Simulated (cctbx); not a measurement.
# Occupancies in TmVPb2

Cell a = 7.4490 Å, b = 4.7660 Å, c = 11.2810 Å, α = 90.00°, β = 90.00°, γ = 90.00°; space group Pnma (no. 62); nominal formula TmVPb2.

Simulated single-crystal data (cctbx): synchrotron X-rays, λ = 0.6889 Å, to d = 0.6 Å, 70 % of the full sphere, strongest reflection 40000 counts, noise from counting, a 3 % proportional error and a noise floor of 4 counts (s.d.); no absorption, and some extinction, which the refinements don't model.

With every site full:

```text
Rint 0.029, 1058 unique reflections to 0.60 A
cycle     R1     wR2    GooF  max shift (A)
   1  0.1923  0.4043  15.138   0.00060
   2  0.0176  0.0450   1.686   0.00001
final R1 0.0176 wR2 0.0450 GooF 1.686  parameters 24  data/parameter 44.1
atom        x        y        z      Ueq    occ   su(xyz)  su(Uiso or U11)
Pb1    0.04394  0.75000  0.15730   0.0076  1.000  0.00003  0.0001
Pb2    0.77138  0.75000  0.96902   0.0057  1.000  0.00003  0.0001
Tm2    0.74968  0.75000  0.68011   0.0031  1.000  0.00003  0.0001
V1     0.41514  0.75000  0.09475   0.0080  1.000  0.00015  0.0004
difference map: max 5.98 min -4.04 rms 0.56
Q1    0.2477  0.7500  0.8337    4    6.10  0.16 A from Tm2
Q2    0.2407  0.7500  0.5364    4    1.84  0.24 A from Pb2
Q3    0.2363  0.2500  0.7493    4    1.76  1.94 A from Pb1
Q4    0.1239  0.2500  0.7695    4    1.61  1.50 A from Pb1
Q5    0.2349  0.2500  0.8088    4    1.27  2.11 A from Pb1
Q6    0.1622  0.0327  0.6372    8    1.20  1.28 A from V1
```

With the occupancies of the suspect sites free, each still typed as its main element:

```text
Rint 0.029, 1058 unique reflections to 0.60 A
cycle     R1     wR2    GooF  max shift (A)
   1  0.0985  0.2230   8.358   0.00030
   5  0.0109  0.0252   0.946   0.00001
final R1 0.0109 wR2 0.0252 GooF 0.944  parameters 26  data/parameter 40.7
atom        x        y        z      Ueq    occ   su(xyz)  su(Uiso or U11)
Pb1    0.04393  0.75000  0.15730   0.0068  0.962  0.00002  0.0001
Pb2    0.77134  0.75000  0.96901   0.0060  1.000  0.00002  0.0001
Tm2    0.74966  0.75000  0.68009   0.0045  1.044  0.00002  0.0001
V1     0.41509  0.75000  0.09472   0.0083  1.000  0.00009  0.0002
su of occupancy Pb1: 0.001
su of occupancy Tm2: 0.002
difference map: max 1.40 min -1.80 rms 0.35
Q1    0.2395  0.2500  0.7489    4    1.40  1.92 A from Pb1
Q2    0.1272  0.2500  0.7668    4    1.31  1.54 A from Pb1
Q3    0.1644  0.0338  0.6366    8    1.21  1.28 A from V1
Q4    0.1175  0.7500  0.1505    4    1.14  0.55 A from Pb1
Q5    0.1409  0.5160  0.6880    8    1.12  1.70 A from V1
Q6    0.2224  0.2500  0.9499    4    1.08  0.92 A from Pb2
```

**Question.** What is the disorder?

X-rays count electrons. Pb1 refines to 0.962(0.001), or 78.9 electrons; the site truly holds 0.7 Pb and 0.3 Tm, 78.1 electrons, which is 0.952 of Pb; Tm2 refines to 1.044(0.002), or 72.0 electrons; the site truly holds 0.7 Tm and 0.3 Pb, 72.9 electrons, which is 1.057 of Tm. A value under 1 can't tell vacancies from a lighter guest, and one over 1 needs a heavier guest; chemistry or a second radiation must settle which. Occupancy correlates with U and the scale, and the two elements' form factors differ in shape, so the match is approximate.

Freeing them takes R1 from 0.0176 to 0.0109 and GooF from 1.69 to 0.94.

The model was made for the exercise: a known structure type with other elements put in, its volume estimated, not relaxed; displacement parameters are assumed.

[Middle refinement cycles are left out of these outputs.]

[Logs are printed without paths, hosts, clocks, repeated set-up lines and the standing remarks that a program may print on its own settings, such as how far it seeks lower states.]
